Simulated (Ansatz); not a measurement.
# Mg2C (model cell, started as cuprite): following an unstable mode

Which phase does Mg2C (model cell, started as cuprite) fall into along its unstable mode, and how much energy does it gain?

Calculated with Ansatz 0.2.0; DFT PBE, scalar-relativistic, plane waves, PAW.

This is a report of a sequence of runs, with most program output left out.

The structure was built from a prototype and need not be the compound's stable phase.

## Step 1: The structure

It takes space group Pn-3m (No. 224, cubic). Conventional cell: a = 4.839 Å, b = 4.839 Å, c = 4.839 Å, α = 90.00°, β = 90.00°, γ = 90.00°. Nearest to C lie 4 Mg at 2.10 Å. Nearest to Mg lie 2 C at 2.10 Å. Farther neighbours are not listed.

## Step 2: Phonons on a q mesh

The cell comes from relaxations at this level that are not shown. Stability and thermal properties need the whole zone. Linear response on a 2×2×2 q mesh gives force constants as far as a supercell of that size would.

Input file input.yaml:

```yaml
crystal:
  lattice:
    - [4.8390002607, 0.0, 0.0]
    - [0.0, 4.8390002607, 0.0]
    - [0.0, 0.0, 4.8390002607]
  atoms:
    - { symbol: C, position: [0.0, 0.0, 0.0] }
    - { symbol: C, position: [0.5, 0.5, 0.5] }
    - { symbol: Mg, position: [0.25, 0.25, 0.25] }
    - { symbol: Mg, position: [0.75, 0.75, 0.25] }
    - { symbol: Mg, position: [0.75, 0.25, 0.75] }
    - { symbol: Mg, position: [0.25, 0.75, 0.75] }
kpoints:
  mp_grid: { grid: [6, 6, 6] }
hamiltonian:
  xc: pbe
scf:
  occupations: { method: methfessel_paxton, width: 0.15 }
output:
  eigenvalues: true
phonons:
  method: dfpt
  qmesh: [2, 2, 2]
  temperatures: { t_max: 1000, t_step: 50 }
  qpath:
    path:
      - [[0.0, 0.0, 0.0], [0.0, 0.5, 0.0], [0.5, 0.5, 0.0], [0.0, 0.0, 0.0], [0.5, 0.5, 0.5], [0.0, 0.5, 0.0]]
      - [[0.5, 0.5, 0.5], [0.5, 0.5, 0.0]]
    npoints: 10
```

Launch:

```
> ansatz run input.yaml --threads 8 --pin off --max-ram 14336MiB --backend cpu --events-out ev --progress --plain --runs-dir out
```

The job ended after 45 s (8 threads of Arm Neoverse V1, shared host; peak memory 1.2 GiB).

This step gave:

```
volume per atom                                         : 18.88 Å³
gap on the k-mesh                                       : 0 eV
sum-rule residual before enforcement                    : 1.29e-5 eV/Å²
lowest frequency on the path                            : -54.63 cm⁻¹
point group                                             : m-3m
highest frequency on the path or at a solved wavevector : 626.1 cm⁻¹
highest optical mode at the zone centre (no LO-TO term) : 608.3 cm⁻¹
lowest optical zone-centre mode                         : -54.63 cm⁻¹
lowest mode on the q mesh (acoustic modes at Γ apart)   : -54.63 cm⁻¹
```

Frequencies (cm⁻¹) solved at each irreducible wavevector; negative means imaginary. Frequencies by wavevector, by row:

| q in reciprocal lattice units | star | mode 1 | mode 2 | mode 3 | mode 4 | mode 16 | mode 17 | mode 18 |
| --- | --- | --- | --- | --- | --- | --- | --- | --- |
| 0 0 0 | 1 | -54.6 | -54.6 | -54.6 | 0 | 608.3 | 608.3 | 608.3 |
| 0 0 -0.5 | 3 | 68.4 | 68.4 | 103.3 | 103.3 | 603.3 | 613.7 | 613.7 |
| 0 -0.5 -0.5 | 3 | -30.9 | -30.9 | 56.5 | 56.5 | 572.3 | 613.1 | 613.1 |
| -0.5 -0.5 -0.5 | 1 | -32.4 | -32.4 | 83 | 83 | 626.1 | 626.1 | 626.1 |

Interpolated from a 2×2×2 q mesh. The phonon branches at the labelled points (cm⁻¹):

| point | branch 1 | branch 2 | branch 3 | branch 4 | branch 15 | branch 16 | branch 17 | branch 18 |
| --- | --- | --- | --- | --- | --- | --- | --- | --- |
| Γ | -55 | -55 | -55 | 0 | 484 | 608 | 608 | 608 |
| halfway | 35 | 35 | 67 | 83 | 551 | 611 | 611 | 612 |
| X | 68 | 68 | 103 | 103 | 603 | 603 | 614 | 614 |
| halfway | 56 | 56 | 93 | 93 | 588 | 588 | 615 | 615 |
| M | -31 | -31 | 56 | 56 | 572 | 572 | 613 | 613 |
| halfway | -38 | 56 | 67 | 99 | 552 | 606 | 613 | 614 |
| Γ | -55 | -55 | -55 | 0 | 484 | 608 | 608 | 608 |
| halfway | 38 | 38 | 79 | 79 | 558 | 601 | 616 | 616 |
| R | -32 | -32 | 83 | 83 | 485 | 626 | 626 | 626 |
| halfway | 56 | 74 | 80 | 88 | 560 | 599 | 618 | 619 |
| X | 68 | 68 | 103 | 103 | 603 | 603 | 614 | 614 |
| jump to R | -32 | -32 | 83 | 83 | 485 | 626 | 626 | 626 |
| halfway | 14 | 58 | 58 | 78 | 525 | 610 | 620 | 620 |
| M | -31 | -31 | 56 | 56 | 572 | 572 | 613 | 613 |

Symmetry leaves 4 wavevectors to solve. The lowest mode among them, the acoustic zeros apart, lies at Γ and is imaginary, 54.6i cm⁻¹, so the energy falls along it.

## Step 3: The mode frozen in, largest atomic shift 0 Å

The mode followed lies at q = (-0.5, -0.5, -0.5) with frequency 32.4i cm⁻¹ and is 2-fold degenerate, one of the unstable modes though not the softest. At small amplitude the distorted cell has space group no. 142 by a symmetry search on the positions. The undistorted cell that holds it gives the zero of energy on the same k mesh.

System of this step: Mg2C (model cell, started as cuprite). It takes space group Pn-3m (No. 224, cubic). Conventional cell: a = 4.839 Å, b = 4.839 Å, c = 4.839 Å, α = 90.00°, β = 90.00°, γ = 90.00°. C has 4 Mg at 2.10 Å nearest. Nearest to Mg lie 2 C at 2.10 Å. Farther neighbours are not listed.

Input file input.yaml:

```yaml
crystal:
  lattice:
    - [4.8390002607, 4.8390002607, 0.0]
    - [4.8390002607, 0.0, 4.8390002607]
    - [4.8390002607, 0.0, -4.8390002607]
  atoms:
    - { symbol: C, position: [0.0, 0.0, 0.0] }
    - { symbol: C, position: [0.0, 0.5, 0.5] }
    - { symbol: C, position: [0.5, 0.25, 0.75] }
    - { symbol: C, position: [0.5, 0.75, 0.25] }
    - { symbol: Mg, position: [0.25, 0.125, 0.875] }
    - { symbol: Mg, position: [0.25, 0.625, 0.375] }
    - { symbol: Mg, position: [0.75, 0.125, 0.875] }
    - { symbol: Mg, position: [0.75, 0.625, 0.375] }
    - { symbol: Mg, position: [0.25, 0.625, 0.875] }
    - { symbol: Mg, position: [0.25, 0.125, 0.375] }
    - { symbol: Mg, position: [0.75, 0.125, 0.375] }
    - { symbol: Mg, position: [0.75, 0.625, 0.875] }
kpoints:
  mp_grid: { grid: [6, 6, 6] }
hamiltonian:
  xc: pbe
scf:
  occupations: { method: methfessel_paxton, width: 0.15 }
output:
  forces: true
  stress: true
  eigenvalues: true
```

Elapsed: 1.6 s, on 8 threads; peak memory 0.88 GiB.

This step gave:

```
pressure                         : -6.30e-4 GPa
energy from the undistorted cell : 0 meV/atom
```

The run ends at a pressure of 0.00 GPa.

## Step 4: The mode frozen in, largest atomic shift 0.14 Å

The atoms are moved along the unstable eigenvector, the largest shift by 0.14 Å, with the cell fixed.

Input file input.yaml:

```yaml
crystal:
  lattice:
    - [4.8390002607, 4.8390002607, 0.0]
    - [4.8390002607, 0.0, 4.8390002607]
    - [4.8390002607, 0.0, -4.8390002607]
  atoms:
    - { symbol: C, position: [0.0, 0.0, 0.0] }
    - { symbol: C, position: [0.0, 0.5, 0.5] }
    - { symbol: C, position: [0.5, 0.25, 0.75] }
    - { symbol: C, position: [0.5, 0.75, 0.25] }
    - { symbol: Mg, position: [0.2705649, 0.1044351, 0.8747839438] }
    - { symbol: Mg, position: [0.2294351, 0.6455649, 0.3752160562] }
    - { symbol: Mg, position: [0.7294351, 0.1252160562, 0.8955649] }
    - { symbol: Mg, position: [0.7705649, 0.6247839438, 0.3544351] }
    - { symbol: Mg, position: [0.2705649, 0.625, 0.8546511561] }
    - { symbol: Mg, position: [0.2294351, 0.125, 0.3953488439] }
    - { symbol: Mg, position: [0.7294351, 0.1453488439, 0.375] }
    - { symbol: Mg, position: [0.7705649, 0.6046511561, 0.875] }
kpoints:
  mp_grid: { grid: [6, 6, 6] }
hamiltonian:
  xc: pbe
scf:
  occupations: { method: methfessel_paxton, width: 0.15 }
output:
  forces: true
  stress: true
  eigenvalues: true
```

Elapsed: 3.8 s, on 8 threads; peak memory 1.1 GiB; 28 s of CPU time.

Numbers from this step:

| Item | Value |
| --- | --- |
| pressure | -0.3199 GPa |
| energy from the undistorted cell | -0.447 meV/atom |

The energy, extrapolated to zero smearing, is -0.45 meV/atom against the undistorted cell.

The run ends at a pressure of -0.32 GPa, with forces up to 0.0040 eV/Å.

## Step 5: Energy along the mode, all amplitudes (two of the runs are shown above)

An imaginary frequency means negative curvature, so the energy should fall and then rise again as anharmonic terms take over.

This step gave:

| Property | Result |
| --- | --- |
| depth at the lowest point sampled | 0.447 meV/atom |
| largest atomic shift at that point | 0.14 Å |

The energy from the parent by largest atomic shift:

| largest atomic shift (Å) | energy from the parent (meV/atom) |
| --- | --- |
| 0.000 | 0 |
| 0.040 | -0.053 |
| 0.080 | -0.194 |
| 0.140 | -0.447 |
| 0.220 | -0.336 |
| 0.320 | 2.09 |
| 0.450 | 13.2 |

Displacement at unit largest shift by atom:

| atom | x (Å) | y (Å) | z (Å) | size |
| --- | --- | --- | --- | --- |
| C1 | 0.000 | 0.000 | 0.000 | 0.000 |
| C2 | 0.000 | 0.000 | 0.000 | 0.000 |
| C3 | 0.000 | 0.000 | 0.000 | 0.000 |
| C4 | 0.000 | 0.000 | 0.000 | 0.000 |
| Mg5 | -0.007 | 0.711 | -0.703 | 1.000 |
| Mg6 | 0.007 | -0.711 | 0.703 | 1.000 |
| Mg7 | 0.007 | -0.711 | -0.703 | 1.000 |
| Mg8 | -0.007 | 0.711 | 0.703 | 1.000 |
| Mg9 | 0.007 | 0.711 | 0.703 | 1.000 |
| Mg10 | -0.007 | -0.711 | -0.703 | 1.000 |
| Mg11 | -0.007 | -0.711 | 0.703 | 1.000 |
| Mg12 | 0.007 | 0.711 | -0.703 | 1.000 |

The lowest of the steps tried is at 0.14 Å, 0.447 meV/atom below the parent; the bottom of the well need not coincide with a step.

## Step 6: Relaxing from the distorted cell

Starting from the lowest point found, all atoms and the cell are let go, so that strain and other modes of the same symmetry can join in.

input.yaml: that of step 4 with these lines changed.

```diff
@@ -28 +28,6 @@
   eigenvalues: true
+relax:
+  adjacent_minimum: "off"
+  f_tol: 0.002
+  max_steps: 120
+  cell: { stress_tol: 0.03 }
```

Wall time 87 s (8 threads); peak memory 1.1 GiB; 11 min of CPU time.

Relaxation path:

| step | energy less that of the first step (eV) | largest force component (eV/Å) | pressure (GPa) | volume (Å³) |
| --- | --- | --- | --- | --- |
| 1 | 0.0000 | 0.0029 | -0.32 | 226.62 |
| 2 | -0.0090 | 0.0136 | -0.10 | 225.68 |
| 3 | -0.1017 | 0.0971 | 0.48 | 221.21 |
| 4 | -0.3380 | 0.2339 | 0.54 | 215.36 |
| 5 | -0.9996 | 0.4486 | 0.50 | 203.92 |
| 6 | -1.9242 | 0.4826 | 0.02 | 195.09 |
| 7 | -2.8829 | 0.5078 | 0.43 | 182.88 |
| 8 | -3.6312 | 0.3264 | -0.96 | 178.08 |
| 9 | -4.0598 | 0.2706 | 0.42 | 167.57 |
| 10 | -4.4934 | 0.1228 | 1.32 | 162.10 |
| 11 | -4.2507 | 0.1975 | -6.67 | 177.51 |
| 12 | -4.5815 | 0.0716 | -0.21 | 163.71 |
| 13 | -4.6151 | 0.0177 | 0.03 | 162.68 |
| 14 | -4.6180 | 0.0032 | 0.00 | 162.68 |
| 15 | -4.6181 | 0.0004 | 0.01 | 162.66 |
| 16* | -4.6251 | 0.0004 | 0.06 | 162.66 |
| 17 | -4.6251 | 0.0011 | -0.04 | 162.84 |
| 18 | -4.6252 | 0.0001 | 0.00 | 162.76 |
| 19* | -4.6253 | 0.0001 | 0.00 | 162.76 |

Relaxation steps marked * repeat the geometry before them on a plane-wave basis chosen anew for their cell, so energy and pressure can jump there. Relaxation step 11 was tried and not accepted.

Forces are held to the 8 operations that the run works with; a distortion that breaks them can't arise in this run.

| cell as run | before | after | change |
| --- | --- | --- | --- |
| a (Å) | 6.843 | 6.687 | -2.3 % |
| b (Å) | 6.843 | 6.687 | -2.3 % |
| c (Å) | 6.843 | 6.687 | -2.3 % |
| α (°) | 90.00 | 70.53 | -21.6 % |
| β (°) | 60.00 | 48.19 | -19.7 % |
| γ (°) | 60.00 | 48.19 | -19.7 % |
| volume (Å³/atom) | 18.88 | 13.56 | -28.2 % |

The atoms that moved most (Å, as changes of fractional coordinates times the final cell):

| atom | dx | dy | dz | length |
| --- | --- | --- | --- | --- |
| Mg9 | -0.001 | 0.886 | 0.887 | 1.253 |
| Mg5 | 0.001 | 0.886 | -0.887 | 1.253 |
| Mg10 | 0.001 | -0.886 | -0.887 | 1.253 |
| Mg8 | 0.001 | 0.886 | 0.887 | 1.253 |
| Mg7 | -0.001 | -0.886 | -0.887 | 1.253 |
| Mg11 | 0.001 | -0.886 | 0.887 | 1.253 |
| Mg6 | -0.001 | -0.886 | 0.887 | 1.253 |
| Mg12 | -0.001 | 0.886 | -0.887 | 1.253 |

The relaxed structure:

```cif
data_structure
_symmetry_space_group_name_H-M 'P 1'
_symmetry_Int_Tables_number 1
_cell_length_a 6.6870
_cell_length_b 6.6870
_cell_length_c 6.6870
_cell_angle_alpha 70.529
_cell_angle_beta 48.190
_cell_angle_gamma 48.190
_cell_volume 162.76
loop_
_atom_site_label
_atom_site_type_symbol
_atom_site_fract_x
_atom_site_fract_y
_atom_site_fract_z
_atom_site_occupancy
C1 C 0.00000 0.00000 0.00000 1
C2 C 0.00000 0.50000 0.50000 1
C3 C 0.50000 0.25000 0.75000 1
C4 C 0.50000 0.75000 0.25000 1
Mg5 Mg 0.50001 0.87499 0.87500 1
Mg6 Mg 0.99999 0.87501 0.37500 1
Mg7 Mg 0.49999 0.12500 0.12501 1
Mg8 Mg 0.00001 0.62500 0.12499 1
Mg9 Mg 0.50001 0.62500 0.62499 1
Mg10 Mg 0.99999 0.12500 0.62501 1
Mg11 Mg 0.49999 0.37501 0.37500 1
Mg12 Mg 0.00001 0.37499 0.87500 1
```

This step gave:

* pressure: 7.00e-4 GPa
* volume per atom: 13.56 Å³
* gap on the k-mesh: 0.7447 eV

The distorted start has space group Fddd; the relaxation ends in Fm-3m.

## Step 7: Outcome

- unstable mode of the parent: q = (-0.5, -0.5, -0.5), 32i cm⁻¹
- depth at the lowest point sampled: 0.447 meV/atom
- largest atomic shift at that point: 0.14 Å
- space group reached: Fm-3m
- energy gained over the parent (first relaxation, on the mesh of the frozen mode): 386 meV/atom
- volume per atom, phase reached: 13.6 Å³
- gap on the k-mesh, phase reached: 0.745 eV

What this shows: Along this mode the structure falls into Fm-3m, 386 meV/atom below the parent. At the parent's cell the well is 0.447 meV/atom deep on the steps tried, with its lowest point at a shift of 0.14 Å. Relaxing atoms and cell changes the gain by +385.26 meV/atom against the lowest step (energies at zero smearing). Most of the total comes from this relaxation. The modes of the phase reached were not computed. So shallow a well is near the error of the k mesh. Of the 5 patterns followed to their end from this parent, this one ends 9.62 meV/atom above the lowest, P4_2/mnm. Each path keeps the symmetry of its pattern, so a lower phase may lie along a pattern not tried. With no gap, or one that is small against the smearing, the frequencies hang on the k mesh and the smearing, most of all near Kohn anomalies. The volume moved by more than a tenth on the k mesh of the start, so the energy gain is rough. The starting cell was built on a prototype and not taken from a measurement, so the phase need not exist.

[Logs are printed without paths, hosts, clocks, repeated set-up lines and the standing remarks that a program may print on its own settings, such as how far it seeks lower states.]

[Hosts, paths, dates, database ids (printed as entryN), source tags and the programs' standing remarks are cut or masked in the printed files.]
